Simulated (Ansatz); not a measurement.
# Work function of Cr(110): what the settings cost and change

How far do functional and pseudopotentials move the work function of Cr(110), and at what cost?

Main program and level: Ansatz 0.2.0; plane-wave DFT, PBE, Ansatz PAW, in the first sound run; inputs show where later runs differ.

Most raw output is cut from this account.

**1. Set-up**

The cell holds 7 atoms: 7 Cr. Cell: a = 2.494 Å, b = 2.494 Å, c = 30.219 Å, α = 90.0°, β = 90.0°, γ = 70.5°. Vacuum lies along c.

**2. Run, setting PBE, Ansatz PAW (420 eV)**

A work function rests on the faint tail of the density, so the SCF threshold is tight. PBE on the default files comes first; the next runs keep the geometry and change functional or files, each at the cutoff that its files recommend; a relaxation and, for heavy metals, spin-orbit coupling close the ladder.

Contents of input.yaml:

```yaml
crystal:
  lattice:
    - [2.0364675298, -1.44, 0.0]
    - [2.0364675298, 1.44, 0.0]
    - [0.0, 0.0, 30.2188051789]
  atoms:
    - { symbol: Cr, position: [0.0, 0.0, 0.2978277912] }
    - { symbol: Cr, position: [0.5, 0.5, 0.3652185275] }
    - { symbol: Cr, position: [0.0, 0.0, 0.4326092637] }
    - { symbol: Cr, position: [0.5, 0.5, 0.5] }
    - { symbol: Cr, position: [0.0, 0.0, 0.5673907363] }
    - { symbol: Cr, position: [0.5, 0.5, 0.6347814725] }
    - { symbol: Cr, position: [0.0, 0.0, 0.7021722088] }
kpoints:
  mp_grid: { grid: [17, 17, 1] }
hamiltonian:
  xc: pbe
scf:
  occupations: { method: fermi_dirac, width: 0.1 }
  convergence: { dr2_threshold: 1.0e-09 }
efield:
  axis: 3
  dipole_correction: true
  ramp_position: 0.97
  ramp_width: 0.06
output:
  write_potential: true
  write_density: true
  volumetric_format: npy
  elf: true
```

Command:

```bash
ansatz run input.yaml --threads 2 --pin off --max-ram 3072MiB --backend cpu --events-out ev --progress --plain --runs-dir out
```

Elapsed: 3 min, on 2 threads of Arm Neoverse N1, shared host; peak memory 1.2 GiB.

Numbers from this step:

```
energy at zero smearing   : -23641.6307 eV
work function, upper face : 4.880 eV
```

Running mean over 2.036 Å of the planar mean; the ramp of the sawtooth is left out. Electron's electrostatic potential energy less the Fermi level against z:

```tsv
z (Å)	electron's electrostatic potential energy less the Fermi level (eV)
3.5	4.88
4.0	4.88
4.5	4.88
5.0	4.87
5.5	4.85
6.0	4.78
6.5	4.55
7.0	3.83
7.5	1.35
8.0	-3.33
8.5	-7.76
9.0	-9.54
9.5	-9.73
10.0	-9.79
10.5	-9.87
11.0	-9.90
11.5	-9.90
12.0	-9.89
12.5	-9.88
13.0	-9.86
13.5	-9.85
14.0	-9.85
14.5	-9.84
15.0	-9.85
15.5	-9.84
16.0	-9.84
16.5	-9.85
17.0	-9.86
17.5	-9.87
18.0	-9.89
18.5	-9.90
19.0	-9.90
19.5	-9.88
20.0	-9.83
20.5	-9.75
21.0	-9.69
21.5	-8.90
22.0	-5.47
22.5	-0.538
23.0	3.07
23.5	4.34
24.0	4.71
24.5	4.83
25.0	4.87
25.5	4.88
26.0	4.88
26.5	4.88
27.0	4.88
```

Valence density in the ca plane at fractional y = 0.000, with atoms of Cr within 0.2 Å of it. It is the smooth field of the valence electrons, not physical close to the nuclei.

Ten steps, logarithmic in the rise over the least value, from '0' (0 e/Å³) to '9' (19 e/Å³), each cell a mean:
```
21111258974211112479852111123699620000000000
21221236753212212257632122122466410000000000
12222123322122221223321122212233210000000000
12222112221122221122221222211222110000000000
12222122222122221222221222211222210000000000
12221224542222222245522122212355310000000000
21111247873211112378742111123688510000000000
21111259984211112489962111123799720000000000
```
Columns run along c (16.0 Å, from fractional 0.34 to 0.87 of the cell), rows up along a (2.5 Å). Atoms in or near the plane, at fractional coordinates: Cr at (0.43, 0.00), Cr at (0.57, 0.00), Cr at (0.70, 0.00).

ELF in the ca plane at fractional y = 0.000, with atoms of Cr within 0.2 Å of it. It is the smooth field of the valence electrons, not physical close to the nuclei.

Ten even steps from '0' (0.00) to '9' (0.93), each cell a mean:
```
34344248973244442279842443432699610000000000
43334225641343343146522433342366311100000000
43234422222443334222224432343222222210000000
43334542234543335432245433344323344321000000
43234432223443334322234432343222233211000000
43234313531343343135413432342244211110000000
44334237862343343268732433442588510000000000
34444259983244442389952444432799710000000000
```
Columns run along c (16.0 Å, from fractional 0.34 to 0.87 of the cell), rows up along a (2.5 Å). Atoms in or near the plane, at fractional coordinates: Cr at (0.43, 0.00), Cr at (0.57, 0.00), Cr at (0.70, 0.00).

Electrostatic potential energy in the ca plane at fractional y = 0.000, with atoms of Cr within 0.2 Å of it. With pseudopotentials it is smooth inside the atoms' cores, unlike the true potential.

Ten even steps from '0' (-35 eV) to '9' (11 eV), each cell a mean:
```
88888720004888898400027888985100168999999999
88888851126888888621158888887311379999999999
88888876568888888865578888888755789999999999
98888988888988889888889888899888899999999999
98888987678988889876789888898877899999999999
88888863237888888742368888887422589999999999
88888730004888888410037888886100268999999999
89998720003899998300017899985000058999999999
```
Columns run along c (16.0 Å, from fractional 0.34 to 0.87 of the cell; values clipped at the 3rd and 97th percentile), rows up along a (2.5 Å). Atoms in or near the plane, at fractional coordinates: Cr at (0.43, 0.00), Cr at (0.57, 0.00), Cr at (0.70, 0.00).

The work function is 4.880 eV.

**3. Run**

This step: plane-wave DFT, LDA, Ansatz PAW (Ansatz 0.2.0).

input.yaml, as its differences from that of step 2:

```diff
@@ -16,3 +16,3 @@
 hamiltonian:
-  xc: pbe
+  xc: lda
 scf:
@@ -29,2 +29 @@
   volumetric_format: npy
-  elf: true
```

Run time: 2.9 min. Hardware: 2 threads; peak memory 1.2 GiB.

The work function is 5.149 eV, +0.269 eV from the run “PBE, Ansatz PAW (420 eV)”, at 0.93 times its CPU time.

**4. Slab**

This step: plane-wave DFT, PBEsol, Ansatz PAW (Ansatz 0.2.0).

input.yaml, as its differences from that of step 3:

```diff
@@ -16,3 +16,3 @@
 hamiltonian:
-  xc: lda
+  xc: pbesol
 scf:
```

Run time: 3 min. Hardware: 2 threads; peak memory 1.2 GiB.

The work function is 4.984 eV, +0.104 eV from the run “PBE, Ansatz PAW (420 eV)”, at 0.98 times its CPU time.

**5. Run**

This step: plane-wave DFT, RPBE, Ansatz PAW (Ansatz 0.2.0).

input.yaml, as its differences from that of step 4:

```diff
@@ -16,3 +16,3 @@
 hamiltonian:
-  xc: pbesol
+  xc: rpbe
 scf:
```

Elapsed: 2.9 min, on 2 threads; peak memory 1.2 GiB; 5.2 min of CPU time.

The work function is 4.738 eV, -0.142 eV from the run “PBE, Ansatz PAW (420 eV)”, at 0.94 times its CPU time.

**6. Run**

This step: plane-wave DFT, r2SCAN, Ansatz PAW (Ansatz 0.2.0).

input.yaml, as its differences from that of step 5:

```diff
@@ -16,3 +16,3 @@
 hamiltonian:
-  xc: rpbe
+  xc: r2scan
 scf:
```

Wall time 5.8 min (2 threads); peak memory 1.7 GiB; 11 min of CPU time.

The work function is 4.972 eV, +0.091 eV from the run “PBE, Ansatz PAW (420 eV)”, at 1.9 times its CPU time.

**7. Run**

This step: plane-wave DFT, PBE, JTH PAW (Ansatz 0.2.0).

input.yaml, as its differences from that of step 6:

```diff
@@ -16,3 +16,4 @@
 hamiltonian:
-  xc: r2scan
+  xc: pbe
+  pseudopotentials: { kind: paw, source: jth }
 scf:
```

It took 18 min on 2 threads; peak memory 2.7 GiB; 36 min of CPU time.

The work function is 4.854 eV, -0.026 eV from the run “PBE, Ansatz PAW (420 eV)”, at 6.4 times its CPU time.

**8. Slab**

This step: plane-wave DFT, PBE, norm-conserving (Ansatz 0.2.0).

input.yaml, as its differences from that of step 7:

```diff
@@ -17,3 +17,3 @@
   xc: pbe
-  pseudopotentials: { kind: paw, source: jth }
+  pseudopotentials: { kind: nc }
 scf:
```

Run time: 11 min. Hardware: 2 threads; peak memory 2.6 GiB; 22 min of CPU time.

The work function is 4.888 eV, +0.007 eV from the run “PBE, Ansatz PAW (420 eV)”, at 3.9 times its CPU time.

**9. Slab**

This step: plane-wave DFT, LDA, norm-conserving (Ansatz 0.2.0).

input.yaml, as its differences from that of step 8:

```diff
@@ -16,3 +16,3 @@
 hamiltonian:
-  xc: pbe
+  xc: lda
   pseudopotentials: { kind: nc }
```

It took 11 min on 2 threads; peak memory 2.6 GiB; 22 min of CPU time.

The work function is 5.162 eV, +0.282 eV from the run “PBE, Ansatz PAW (420 eV)”, at 3.9 times its CPU time.

**10. Slab, setting PBE, all layers relaxed**

This step: plane-wave DFT, PBE, Ansatz PAW (Ansatz 0.2.0).

input.yaml, as its differences from that of step 9:

```diff
@@ -16,4 +16,3 @@
 hamiltonian:
-  xc: lda
-  pseudopotentials: { kind: nc }
+  xc: pbe
 scf:
@@ -26,2 +25,5 @@
   ramp_width: 0.06
+relax:
+  f_tol: 0.01
+  max_steps: 40
 output:
```

It took 8.5 min on 2 threads; peak memory 0.96 GiB.

The relaxation took 5 steps and lowered the energy by 0.13 eV; the largest force on the free atoms ends at 9.9e-5 eV/Å.

The work function is 4.749 eV, -0.132 eV from the run “PBE, Ansatz PAW (420 eV)”, at 3.0 times its CPU time.

**11. Comparing the runs**

Times are for 2 threads of Arm Neoverse N1, shared host. The runs compared:

```tsv
no.	setting	work function, upper face (eV)	time	memory (GiB)
1	PBE, Ansatz PAW (420 eV)	4.880	3 min	1.2
2	LDA, Ansatz PAW (420 eV)	5.149	2.9 min	1.2
3	PBEsol, Ansatz PAW (420 eV)	4.984	3 min	1.2
4	RPBE, Ansatz PAW (420 eV)	4.738	2.9 min	1.2
5	r2SCAN, Ansatz PAW (500 eV)	4.972	5.8 min	1.7
6	PBE, JTH PAW (1230 eV)	4.854	18 min	2.7
7	PBE, norm-conserving (1279 eV)	4.888	11 min	2.6
8	LDA, norm-conserving (1279 eV)	5.162	11 min	2.6
9	PBE, all layers relaxed	4.749	8.5 min	0.96
```

**12. A changed input**

An input spoilt on purpose, to show how the run answers: it repeats the earlier run “PBE, Ansatz PAW (420 eV)” with efield.ramp_width from 0.06 to 0.9, and scf.max_iter set to 100; its output block differs too.

input.yaml, as its differences from that of step 10:

```diff
@@ -20,2 +20,3 @@
   convergence: { dr2_threshold: 1.0e-09 }
+  max_iter: 100
 efield:
@@ -24,6 +25,3 @@
   ramp_position: 0.97
-  ramp_width: 0.06
-relax:
-  f_tol: 0.01
-  max_steps: 40
+  ramp_width: 0.9
 output:
```

It took 0.56 s on 2 threads; peak memory 0.48 GiB.

The input was rejected at the start.

The program's message: “Error: efield: ion 0 (Cr) at fractional coordinate 0.2978 along the field axis lies inside the sawtooth ramp with 2 of the planes that the density is read on at each end, [0.9607, 0.8793] — the ramp m …”

The fault put into the input: a ramp so wide that it reaches the atoms.

**13. What came out**

| Item | Value |
| --- | --- |
| work function, PBE, Ansatz PAW (420 eV) | 4.880 eV |
| work function, LDA, Ansatz PAW (420 eV) | 5.149 eV |
| work function, RPBE, Ansatz PAW (420 eV) | 4.738 eV |
| work function, r2SCAN, Ansatz PAW (500 eV) | 4.972 eV |
| work function, LDA, norm-conserving (1279 eV) | 5.162 eV |
| work function, PBE, all layers relaxed | 4.749 eV |

What this shows: PBE on the default files gives 4.88 eV, and the settings tried spread the value from 4.74 to 5.16 eV. At one geometry LDA lies 0.27 eV above PBE. The choice of pseudopotentials moves the PBE value by 0.034 eV. Relaxing the layers changes it by -0.132 eV. The ladder's slabs use the tabulated experimental lattice constant (two decimals; a low-temperature value for the alkali metals). The main runs have no spin polarisation; a magnetic state could lie lower and would change these results.

[Logs are printed without paths, hosts, clocks, repeated set-up lines and the standing remarks that a program may print on its own settings, such as how far it seeks lower states.]

[Hosts, paths, dates, database ids (printed as entryN), source tags and the programs' standing remarks are cut or masked in the printed files.]

[Maps of the electrostatic potential energy from Ansatz leave out the sawtooth potential of an applied field or a dipole correction, so their vacuum need not be flat; planar profiles and work functions include it.]
